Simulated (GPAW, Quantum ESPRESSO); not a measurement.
## Ta2N (P-3m1): the N K absorption edge

Aim: the N K edge of Ta2N (P-3m1) by two routes, a Lanczos recursion (XSpectra) and a sum over empty bands (GPAW), to see which features are robust.

Method: core-hole supercells, plane-wave PAW LDA, without spin-orbit coupling (first program; GPAW 26.7.0 follows as the second), in Quantum ESPRESSO 7.5.

### Step 1. The starting structure

The structure is trigonal, space group P-3m1 (No. 164). The conventional cell has a = 3.113 Å, b = 3.113 Å, c = 4.870 Å, α = 90.00°, β = 90.00°, γ = 120.00°. Ta has 3 N at 2.18 Å nearest. Nearest to N lie 6 Ta at 2.18 Å. Farther neighbours and most contacts between anions are not listed.

Structure file:

```cif
data_structure
_symmetry_space_group_name_H-M 'P-3m1'
_symmetry_Int_Tables_number 164
_cell_length_a 3.1129
_cell_length_b 3.1129
_cell_length_c 4.8698
_cell_angle_alpha 90.000
_cell_angle_beta 90.000
_cell_angle_gamma 120.000
_cell_volume 40.87
loop_
_atom_site_label
_atom_site_type_symbol
_atom_site_symmetry_multiplicity
_atom_site_Wyckoff_symbol
_atom_site_fract_x
_atom_site_fract_y
_atom_site_fract_z
_atom_site_occupancy
Ta1 Ta 2 d 0.33333 0.66667 0.25471 1
N1 N 1 a 0.00000 0.00000 0.00000 1
```

### Step 2. The field without a hole (Quantum ESPRESSO)

A plain self-consistent run shows whether there is a gap, which decides the set-up of the core-hole run.

File scf.in:

```
&control
   calculation='scf', prefix='x', pseudo_dir='../pp', outdir='tmp', tprnfor=.true.
/
&system
   ibrav=0, nat=3, ntyp=2, nbnd=20
   ecutwfc=46, ecutrho=370
   occupations='smearing', smearing='mv', degauss=0.015
/
&electrons
   conv_thr=3.0e-08, electron_maxstep=120
   mixing_beta=0.5
/
ATOMIC_SPECIES
Ta 1.0 Ta.lda-spn-kjpaw.UPF
N3 1.0 N.lda-n-kjpaw.UPF
CELL_PARAMETERS angstrom
  3.11286151 0.00000000 0.00000000
  -1.55643075 2.69581714 0.00000000
  0.00000000 0.00000000 4.86984100
ATOMIC_POSITIONS crystal
Ta   0.33333333 0.66666667 0.25471100
Ta   0.66666667 0.33333333 0.74528900
N3   0.00000000 0.00000000 0.00000000
K_POINTS automatic
10 10 6 0 0 0
```

File Ta.lda-spn-kjpaw.ld1.in:

```
&input
   title='Ta', zed=73., rel=1, iswitch=3, dft='PZ',
   config='[Xe] 4f14 6s2 6p0 5d3'
/
&inputp
   file_pseudopw='Ta.lda-spn-kjpaw.UPF', author='',
   lpaw=.true.,
   pseudotype=3,
   lloc=-1,
   rcloc=2.3,
   which_augfun='PSQ',
   rmatch_augfun_nc=.true.,
   nlcc=.true.,
   new_core_ps=.true.,
   rcore=1.2,
   tm=.true.,
   lgipaw_reconstruction=.true., use_paw_as_gipaw=.true.
/
6
5S  1  0  2.00  0.00  1.00  1.50  0.0
6S  2  0  2.00  0.00  1.00  1.50  0.0
5P  2  1  6.00  0.00  1.10  1.40  0.0
6P  3  1  0.00 -2.40  1.10  1.40  0.0
5D  3  2  3.00  0.00  1.50  1.80  0.0
5D  3  2  0.00  0.05  1.50  1.80  0.0
```

File N.lda-n-kjpaw.ld1.in:

```
&input
   title='N', zed=7., rel=1, iswitch=3, dft='PZ',
   config='[He] 2s2 2p3'
/
&inputp
   file_pseudopw='N.lda-n-kjpaw.UPF', author='',
   lpaw=.true.,
   pseudotype=3,
   lloc=-1,
   rcloc=1.2,
   which_augfun='PSQ',
   rmatch_augfun_nc=.true.,
   nlcc=.true.,
   new_core_ps=.true.,
   rcore=0.7,
   tm=.true.,
   lgipaw_reconstruction=.true., use_paw_as_gipaw=.true.
/
4
2S  1  0  2.00  0.00  1.00  1.30  0.0
2S  1  0  0.00  2.00  1.00  1.30  0.0
2P  2  1  3.00  0.00  0.90  1.35  0.0
2P  2  1  0.00  0.05  0.90  1.35  0.0
```

Run with:

```
$ OMP_NUM_THREADS=1 mpirun --oversubscribe --bind-to none -np 4 pw.x -nk 4 -in scf.in > scf.out
```

The program printed:

```text
     [... banner and references ...]
using ibrav=0 with symmetry is DISCOURAGED, use correct ibrav instead

     G-vector sticks info
     --------------------

     Using Slab Decomposition

     bravais-lattice index     =            0
     lattice parameter (alat)  =       5.8825  a.u.
     unit-cell volume          =     275.7793 (a.u.)^3
     number of atoms/cell      =            3
     number of atomic types    =            2
     number of electrons       =        31.00
     number of Kohn-Sham states=           20
     kinetic-energy cutoff     =      46.0000  Ry
     charge density cutoff     =     370.0000  Ry
     scf convergence threshold =      3.0E-08
     mixing beta               =       0.5000
     number of iterations used =            8  plain     mixing
     Exchange-correlation= SLA  PZ   NOGX NOGC
                           (   1   1   0   0   0   0   0)

     celldm(1)=   5.882456  celldm(2)=   0.000000  celldm(3)=   0.000000
     celldm(4)=   0.000000  celldm(5)=   0.000000  celldm(6)=   0.000000

     crystal axes: (cart. coord. in units of alat)
               a(1) = (   1.000000   0.000000   0.000000 )
               a(2) = (  -0.500000   0.866025   0.000000 )
               a(3) = (   0.000000   0.000000   1.564426 )

     reciprocal axes: (cart. coord. in units 2 pi/alat)
               b(1) = (  1.000000  0.577350 -0.000000 )
               b(2) = (  0.000000  1.154701  0.000000 )
               b(3) = (  0.000000 -0.000000  0.639212 )

     PseudoPot. #1 for Ta:     Pseudo is Projector augmented-wave + core cor, Zval = 13.0

     ../pp/N.lda-n-kjpaw.UPF
     Pseudo is Projector augmented-wave + core cor, Zval =  5.0
     Shape of augmentation charge: PSQ
     Using radial grid of 1085 points,  4 beta functions with:
                l(1) =   0
                l(2) =   0
                l(3) =   1
                l(4) =   1
     Q(r) pseudized with 0 coefficients

     atomic species   valence    mass     pseudopotential
     Ta               13.00     1.00000     Ta( 1.00)
     N3                5.00     1.00000     N ( 1.00)

     12 Sym. Ops., with inversion, found

   Cartesian axes

     site n.     atom                  positions (alat units)
         1        Ta     tau(   1) = (  -0.0000000   0.5773503   0.3984765  )
         2        Ta     tau(   2) = (   0.5000000   0.2886751   1.1659494  )
         3        N3     tau(   3) = (   0.0000000   0.0000000   0.0000000  )

     number of k points=    72  Marzari-Vanderbilt smearing, width (Ry)=  0.0150
                       cart. coord. in units 2pi/alat
        k(    1) = (   0.0000000   0.0000000   0.0000000), wk =   0.0033333
        k(    2) = (   0.0000000   0.0000000   0.1065354), wk =   0.0066667
        k(    3) = (   0.0000000   0.0000000   0.2130707), wk =   0.0066667
        k(    4) = (   0.0000000   0.0000000  -0.3196061), wk =   0.0033333
        k(    5) = (   0.0000000   0.1154701   0.0000000), wk =   0.0200000
[...]
k(   70) = (  -0.1000000   0.5196152  -0.2130707), wk =   0.0400000
        k(   71) = (  -0.2000000   0.4618802  -0.1065354), wk =   0.0400000
        k(   72) = (  -0.2000000   0.4618802  -0.2130707), wk =   0.0400000

     Dense  grid:    33045 G-vectors     FFT dimensions: (  40,  40,  60)

     Smooth grid:    11607 G-vectors     FFT dimensions: (  25,  25,  40)

     Initial potential from superposition of free atoms

     starting charge      30.9986, renormalised to      31.0000
     Starting wfcs are   24 randomized atomic wfcs
     Checking if some PAW data can be deallocated...

     per-process dynamical memory:    35.0 Mb

     Self-consistent Calculation

     iteration #  1     ecut=    46.00 Ry     beta= 0.50
     Davidson diagonalization with overlap
     ethr =  1.00E-02,  avg # of iterations =  2.0

     total energy              =   -1445.02246125 Ry
[...]
ethr =  6.27E-10,  avg # of iterations =  3.5

     End of self-consistent calculation

          k = 0.0000 0.0000 0.0000 (  1459 PWs)   bands (ev):

   -49.4961 -49.4198 -16.4885 -15.7684 -15.7684 -15.6418 -15.6418 -15.5274
     1.9664  10.7681  13.1050  13.1050  14.2759  18.4597  18.8757  18.8757
    19.3790  19.3790  19.3923  20.2558

          k = 0.0000 0.0000 0.1065 (  1442 PWs)   bands (ev):

   -49.4910 -49.4248 -16.4286 -15.7601 -15.7601 -15.6499 -15.6499 -15.5963
     2.0234  10.5953  13.0597  13.0597  14.6175  17.9700  18.5812  18.5812
    19.6417  19.6417  19.9212  20.7424

          k = 0.0000 0.0000 0.2131 (  1466 PWs)   bands (ev):

   -49.4773 -49.4388 -16.2632 -15.7804 -15.7382 -15.7382 -15.6722 -15.6722
[...]
20.5180  20.5180  20.5802  21.4383

          k = 0.0000 0.0000-0.3196 (  1460 PWs)   bands (ev):

[...]
20.8917  21.0840  21.3841  21.3845

          k = 0.0000 0.1155 0.0000 (  1457 PWs)   bands (ev):

[...]
19.0844  19.1494  20.3619  20.8883

          k = 0.0000 0.1155 0.1065 (  1455 PWs)   bands (ev):

[...]
k = 0.0000 0.1155-0.3196 (  1462 PWs)   bands (ev):

[...]
k = 0.0000 0.2309-0.3196 (  1460 PWs)   bands (ev):

[...]
k = 0.0000 0.3464-0.3196 (  1452 PWs)   bands (ev):

[...]
k = 0.0000 0.4619-0.3196 (  1450 PWs)   bands (ev):

[...]
k = 0.0000-0.5774 0.0000 (  1432 PWs)   bands (ev):

[...]
k = 0.0000-0.5774 0.1065 (  1450 PWs)   bands (ev):

[...]
k = 0.0000-0.5774 0.2131 (  1452 PWs)   bands (ev):

[...]
k = 0.0000-0.5774-0.3196 (  1464 PWs)   bands (ev):

[...]
k = 0.3000 0.5196 0.0000 (  1444 PWs)   bands (ev):

[...]
k = 0.3000 0.5196 0.1065 (  1441 PWs)   bands (ev):

[...]
k = 0.3000 0.5196 0.2131 (  1441 PWs)   bands (ev):

[...]
k = 0.0000 0.3464-0.2131 (  1455 PWs)   bands (ev):

[...]
k = 0.0000 0.4619-0.1065 (  1450 PWs)   bands (ev):

[...]
k = 0.0000 0.4619-0.2131 (  1458 PWs)   bands (ev):

[...]
k =-0.1000 0.2887-0.1065 (  1456 PWs)   bands (ev):

[...]
k =-0.1000 0.2887-0.2131 (  1460 PWs)   bands (ev):

[...]
k =-0.1000 0.4041-0.1065 (  1455 PWs)   bands (ev):

[...]
k =-0.1000 0.4041-0.2131 (  1451 PWs)   bands (ev):

[...]
k =-0.1000 0.5196-0.1065 (  1445 PWs)   bands (ev):

[...]
k =-0.1000 0.5196-0.2131 (  1450 PWs)   bands (ev):

[...]
20.8106  21.3789  22.4362  23.1524

          k =-0.2000 0.4619-0.1065 (  1457 PWs)   bands (ev):

[...]
2.8370  11.1485  12.4076  12.7098  15.6684  16.4508  16.9516  19.9954
    20.8525  21.2972  22.3661  23.1646

          k =-0.2000 0.4619-0.2131 (  1449 PWs)   bands (ev):

   -49.4290 -49.4162 -16.3199 -16.3082 -16.0419 -15.9328 -15.8007 -15.6843
     2.8355  11.1646  12.2413  12.6800  16.1772  16.7065  17.1114  19.6436
    19.6751  21.1886  22.6594  23.5415

     the Fermi energy is    19.1242 ev

!    total energy              =   -1445.21446094 Ry
     total all-electron energy =    -62491.972950 Ry
     estimated scf accuracy    <          8.3E-09 Ry
     smearing contrib. (-TS)   =      -0.00059535 Ry
     internal energy E=F+TS    =   -1445.21386559 Ry

     The total energy is F=E-TS. E is the sum of the following terms:
     one-electron contribution =     -23.07594115 Ry
     hartree contribution      =      32.21379180 Ry
     xc contribution           =     -86.72413797 Ry
     ewald contribution        =    -216.94554307 Ry
     one-center paw contrib.   =   -1150.68203520 Ry

     convergence has been achieved in   9 iterations

     Forces acting on atoms (cartesian axes, Ry/au):

     atom    1 type  1   force =     0.00000000    0.00000000   -0.01947194
     atom    2 type  1   force =     0.00000000    0.00000000    0.01947194
     atom    3 type  2   force =     0.00000000   -0.00000000    0.00000000

     Total force =     0.027537     Total SCF correction =     0.000484

     XML data file, charge density, pseudopotentials, collected wavefunctions

=------------------------------------------------------------------------------=
   JOB DONE.
=------------------------------------------------------------------------------=
```

It took 8.2 s on 4 MPI ranks of Arm Neoverse V1, shared host; peak memory 0.09 GiB.

Absorbing atoms carry a label of their own (element plus a letter or digit), as the spectrum program needs them as separate species.

The mesh shows no gap, so the system is treated as a metal and the core electron is put at the Fermi level (neutral cell).

### Step 3. Spectrum without a core hole, N atom 3 (Quantum ESPRESSO)

This cheap baseline ignores the attraction of the hole: it shows the absorber's empty states as they are in the ground state.

The absorber has 6 Ta at 2.18 Å (octahedral, site symmetry -3m).

File xspectra.in:

```
&input_xspectra
   calculation='xanes_dipole', edge='K'
   prefix='x', outdir='tmp', xiabs=2, xe0=19.1242
   xonly_plot=.false., x_save_file='xanes.sav'
   xniter=3000, xcheck_conv=20, xerror=0.005
   xcoordcrys=.false., xepsilon(1)=1, xepsilon(2)=0, xepsilon(3)=0
/
&plot
   xnepoint=413, xemin=-10, xemax=45, terminator=.true., cut_occ_states=.true.
   xgamma=0.4
/
&pseudos
   filecore='../N.wfc'
/
&cut_occ
   cut_desmooth=0.1, cut_stepl=0.05, cut_stepu=0.05, cut_ierror=1e-5
/
11 11 6 0 0 0
```

Run with:

```
$ OMP_NUM_THREADS=1 mpirun --oversubscribe --bind-to none -np 4 xspectra.x -nk 4 -in xspectra.in > xspectra.out
```

The program printed:

```text
     [... banner and references ...]
Reading input_file

     calculation: xanes_dipole

     xepsilon  [cartesian coordinates]:   1.000000   0.000000   0.000000

     xonly_plot: FALSE
        => complete calculation: Lanczos + spectrum plot

     filecore (core-wavefunction file): ../N.wfc

     main plot parameters:
        cut_occ_states: TRUE
        gamma_mode:  constant
        -> using xgamma [eV]:  0.40
        xemin [eV]: -10.00
        xemax [eV]:  45.00
        xnepoint:  413
        xe0 [eV]:  19.124200 (energy zero read in input file)

[...]
Results of STEP 1 successfully written in x_save_file
     x_save_file name:
     ->  xanes.sav
     x_save_file version:  2

     ... End STEP 1 ...

     ... Begin STEP 2 ...

     The spectrum is calculated using the following parameters:
        xe0 [eV]:   19.1242
        the occupied states are elimintate from the spectrum
        xemin [eV]: -10.00
        xemax [eV]:  45.00
        xnepoint:  413
        constant broadening parameter [eV]:    0.400
        Core level energy [eV]:  -409.9
         (from electron binding energy of neutral atoms in X-ray data booklet)

     Cross-section successfully written in xanes.dat

     ... End STEP 2 ...

                                END JOB XSpectra
```

Wall time 73 s (4 MPI ranks); peak memory 0.1 GiB; 4.9 min of CPU time.

The N K spectrum, N atom 3, no core hole (energy from the energy zero of the input (xe0, at the border of filled and empty states); intensity scaled to a mean of 1 over the first 20 eV; the points at xe0, where the cut of filled states can leave a spike, are interpolated; polarised curves are means over the symmetry-equivalent atoms):

```
E (eV)  isotropic  ε ⊥ c  ε ∥ c
  -2.0       0.07   0.07   0.07
  -1.5       0.09   0.10   0.09
  -1.0       0.13   0.14   0.12
  -0.5       0.22   0.23   0.20
   0.0       0.51   0.54   0.45
   0.5       0.86   0.91   0.76
   1.0       1.17   1.23   1.05
   1.5       1.52   1.57   1.43
   2.0       1.60   1.60   1.58
   2.5       1.36   1.32   1.45
   3.0       1.42   1.34   1.57
   3.5       1.35   1.26   1.55
   4.0       1.31   1.16   1.61
   4.5       1.32   1.19   1.57
   5.0       1.47   1.44   1.51
   5.5       1.59   1.70   1.38
   6.0       1.61   1.85   1.13
   6.5       1.46   1.71   0.95
   7.0       1.21   1.34   0.95
   7.5       1.14   1.10   1.22
   8.0       1.07   0.95   1.30
   8.5       0.96   0.88   1.13
   9.0       1.10   1.03   1.23
   9.5       1.20   1.14   1.31
  10.0       1.25   1.21   1.35
  10.5       1.28   1.22   1.38
  11.0       1.03   1.00   1.07
  11.5       0.79   0.79   0.78
  12.0       0.65   0.70   0.56
  12.5       0.73   0.85   0.50
  13.0       0.95   1.14   0.57
  13.5       0.95   1.14   0.58
  14.0       0.90   1.01   0.67
  14.5       0.75   0.75   0.74
  15.0       0.67   0.62   0.78
  15.5       0.65   0.60   0.73
  16.0       0.69   0.67   0.72
  16.5       0.64   0.61   0.71
  17.0       0.65   0.56   0.82
  17.5       0.57   0.53   0.66
  18.0       0.49   0.46   0.55
  18.5       0.43   0.41   0.47
  19.0       0.38   0.37   0.41
  19.5       0.38   0.37   0.40
  20.0       0.44   0.44   0.43
  20.5       0.48   0.46   0.51
  21.0       0.51   0.41   0.72
  21.5       0.49   0.40   0.67
  22.0       0.55   0.43   0.81
  22.5       0.54   0.46   0.70
  23.0       0.55   0.50   0.66
  23.5       0.64   0.55   0.81
  24.0       0.68   0.59   0.87
  24.5       0.59   0.54   0.71
  25.0       0.54   0.51   0.61
  25.5       0.57   0.55   0.62
  26.0       0.62   0.63   0.61
  26.5       0.64   0.70   0.52
  27.0       0.60   0.68   0.45
  27.5       0.59   0.69   0.38
  28.0       0.60   0.73   0.34
  28.5       0.64   0.79   0.33
  29.0       0.68   0.86   0.33
  29.5       0.75   0.91   0.43
  30.0       0.78   0.93   0.48
  30.5       0.72   0.82   0.52
  31.0       0.67   0.73   0.54
  31.5       0.56   0.56   0.57
  32.0       0.55   0.52   0.61
```

Main maxima below 24 eV (height): 1.7 eV (1.62), 3.1 eV (1.44), 5.8 eV (1.64), 10.3 eV (1.30), 13.2 eV (0.99) and 15.9 eV (0.69). A K edge sees empty p states; the first features are N p mixed into the empty d states of the Ta neighbours, and the broad ones above probably into the cations' higher empty bands.

### Step 4. Another broadening

The final state's lifetime shortens with energy, so measured features broaden above the edge; the saved Lanczos coefficients are redrawn with a width that grows.

File xspectra_plot.in:

```
&input_xspectra
   calculation='xanes_dipole', edge='K'
   prefix='x', outdir='tmp', xiabs=2, xe0=19.1242
   xonly_plot=.true., x_save_file='xanes.sav'
   xniter=3000, xcheck_conv=20, xerror=0.005
   xcoordcrys=.false., xepsilon(1)=1, xepsilon(2)=0, xepsilon(3)=0
/
&plot
   xnepoint=413, xemin=-10, xemax=45, terminator=.true., cut_occ_states=.true.
   gamma_mode='variable', gamma_energy(1)=4, gamma_energy(2)=25, gamma_value(1)=0.3, gamma_value(2)=2.5
/
&pseudos
   filecore='../N.wfc'
/
&cut_occ
   cut_desmooth=0.1, cut_stepl=0.05, cut_stepu=0.05, cut_ierror=1e-5
/
11 11 6 0 0 0
```

Run with:

```
$ OMP_NUM_THREADS=1 xspectra.x -in xspectra_plot.in > xspectra_plot.out
```

The program printed:

```text
     [... banner and references ...]
Reading input_file
     -------------------------------------------------------------------------

     calculation: xanes_dipole

     xonly_plot: TRUE
        => only the spectrum plot

     main plot parameters:
        cut_occ_states: TRUE
        gamma_mode:  variable
        -> first, constant up to point ( 4.00, 0.30) [eV]
        -> then, linear up to point (25.00, 2.50) [eV]
        -> finally, constant up to xemax
        xemin [eV]: -10.00
        xemax [eV]:  45.00
        xnepoint:  413
[...]
xemin [eV]: -10.00
        xemax [eV]:  45.00
        xnepoint:  413
        energy-dependent broadening parameter:
         -> first, constant up to point ( 4.00, 0.30) [eV]
         -> then, linear up to point (25.00, 2.50) [eV]
         -> finally, constant up to xemax
        Core level energy [eV]:  -409.9
         (from electron binding energy of neutral atoms in X-ray data booklet)

     Cross-section successfully written in xanes.dat

     -------------------------------------------------------------------------
                                END JOB XSpectra
     -------------------------------------------------------------------------
[key lines of the parts left out:]
Fermi level [eV]:  19.4822
```

It took 14 s on 1 MPI rank; peak memory 0.08 GiB.

With a Lorentzian half width 0.3 eV up to 4 eV, rising linearly to 2.5 eV at 25 eV, the maxima are 1.7 eV (1.73), 3.1 eV (1.49), 4.2 eV (1.34), 5.8 eV (1.58) and 9.9 eV (1.12).

### Step 5. Reference energy of the supercell (Quantum ESPRESSO)

The photon energy needs a difference of total energies, so the cell and mesh of the coming hole run are first run without a hole.

File scf.in:

```
&control
   calculation='scf', prefix='x', pseudo_dir='../pp', outdir='tmp', tprnfor=.true.
/
&system
   ibrav=0, nat=24, ntyp=2, nbnd=153
   ecutwfc=46, ecutrho=370
   occupations='smearing', smearing='mv', degauss=0.015
/
&electrons
   conv_thr=2.4e-07, electron_maxstep=120
   mixing_beta=0.5
/
ATOMIC_SPECIES
Ta 1.0 Ta.lda-spn-kjpaw.UPF
N 1.0 N.lda-n-kjpaw.UPF
CELL_PARAMETERS angstrom
  -4.66929226 2.69581714 4.86984100
  4.66929226 -2.69581714 4.86984100
  3.11286151 5.39163429 4.86984100
ATOMIC_POSITIONS crystal
Ta   0.08568883 0.91902217 0.25000000
Ta   0.58568883 0.41902217 0.25000000
Ta   0.71068883 0.04402217 0.50000000
Ta   0.21068883 0.54402217 0.50000000
Ta   0.33568883 0.16902217 0.75000000
Ta   0.83568883 0.66902217 0.75000000
Ta   0.96068883 0.29402217 0.00000000
Ta   0.46068883 0.79402217 0.00000000
Ta   0.16431117 0.33097783 0.25000000
Ta   0.66431117 0.83097783 0.25000000
Ta   0.78931117 0.45597783 0.50000000
Ta   0.28931117 0.95597783 0.50000000
Ta   0.41431117 0.58097783 0.75000000
Ta   0.91431117 0.08097783 0.75000000
Ta   0.03931117 0.70597783 0.00000000
Ta   0.53931117 0.20597783 0.00000000
N    0.00000000 0.00000000 0.00000000
N    0.50000000 0.50000000 0.00000000
N    0.62500000 0.12500000 0.25000000
N    0.12500000 0.62500000 0.25000000
N    0.25000000 0.25000000 0.50000000
N    0.75000000 0.75000000 0.50000000
N    0.87500000 0.37500000 0.75000000
N    0.37500000 0.87500000 0.75000000
K_POINTS automatic
4 4 4 0 0 0
```

Run with:

```
$ OMP_NUM_THREADS=1 mpirun --oversubscribe --bind-to none -np 4 pw.x -nk 4 -in scf.in > scf.out
```

The program printed:

```text
     [... banner and references ...]
[banner, memory and clock lines left out]
Found identity + (  0.5000 -0.5000  0.0000) symmetry
     This is a supercell, fractional translations are disabled
     using ibrav=0 with symmetry is DISCOURAGED, use correct ibrav instead

     G-vector sticks info

     bravais-lattice index     =            0
     lattice parameter (alat)  =      13.7295  a.u.
     unit-cell volume          =    2206.2341 (a.u.)^3
[...]
atom    1 type  1   force =    -0.00185482    0.00096948   -0.01823855
     atom    2 type  1   force =    -0.00177341    0.00099900   -0.01827627
     atom    3 type  1   force =    -0.00178304    0.00108353   -0.01826565
[...]
atom   23 type  2   force =     0.00000082   -0.00000120   -0.00000129
     atom   24 type  2   force =    -0.00000146    0.00000011    0.00000129

     Total force =     0.073558     Total SCF correction =     0.001528

     XML data file, charge density, pseudopotentials, collected wavefunctions
[key lines of the parts left out:]
!    total energy              =  -11561.71697394 Ry
the Fermi energy is    19.0981 ev
convergence has been achieved in  11 iterations
```

It took 8 min on 4 MPI ranks; peak memory 0.62 GiB; 32 min of CPU time.

Reference energy: -6801972.870 eV with the cores included.

[end of part 1 of 5]

[Banner, clock and machine lines of the logs are left out without a mark of their own.]

[Logs are printed without paths, hosts, clocks, repeated set-up lines and the standing remarks that a program may print on its own settings, such as how far it seeks lower states.]

[Hosts, paths, dates, database ids (printed as entryN), source tags and the programs' standing remarks are cut or masked in the printed files.]

[Lists of maxima count a maximum above −3 eV only where it reaches 4 % of the highest in the window and stands out from its surroundings by 2 % of it (1.5 % where it reaches 55 %); shoulders and weaker maxima are passed over, and of the rest the first, up to two pre-edge ones and the few strongest are named.]
